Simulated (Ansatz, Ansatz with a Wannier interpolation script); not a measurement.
An input for Ansatz 0.2.0 (SiC (F-43m)):

```yaml
crystal:
  lattice:
    - [0.0, 2.179, 2.179]
    - [2.179, 0.0, 2.179]
    - [2.179, 2.179, 0.0]
  atoms:
    - { symbol: Si, position: [0.0, 0.0, 0.0] }
    - { symbol: C, position: [0.75, 0.75, 0.75] }
kpoints:
  mp_grid: { grid: [10, 10, 10] }
hamiltonian:
  xc: lda
  pseudopotentials: { kind: paw, azcp: { folder: soft_1 }, xc_functional: pbe }
scf:
  occupations: { method: fixed }
gw:
  n_empty_bands: 95
  ecut_chi: 160.0
  qp_bands: [v3, c1]
  screening: { model: contour_deformation }
```

```sh
ansatz run input.yaml --threads 12 --pin off --max-ram 22118MiB --backend cpu --events-out ev --progress --plain --runs-dir out
```

Q: Estimate wall time and host memory on 12 threads of AMD EPYC 7R13 (Zen 3), shared host.

It took 13 min; on shared hardware allow 6.3 min to 25 min. Peak host memory was 0.58 GiB. The sizes that set the cost: 411 plane waves a state, 47 irreducible k points, 99 bands summed, 113 plane waves in the screening and 7 SCF cycles.

The screening grows as filled bands × empty bands × pairs of k points, times the square of the screening basis for the matrix.

[Paths, hosts, dates, memory and timing lines, banners, echoed tables and standing remarks are left out of the program output.]

[Logs are printed without paths, hosts, clocks, repeated set-up lines and the standing remarks that a program may print on its own settings, such as how far it seeks lower states.]

[Runs of the session that timed out or met a known fault of the program may be left out.]

[Hosts, paths, dates, database ids (printed as entryN), source tags and the programs' standing remarks are cut or masked in the printed files.]
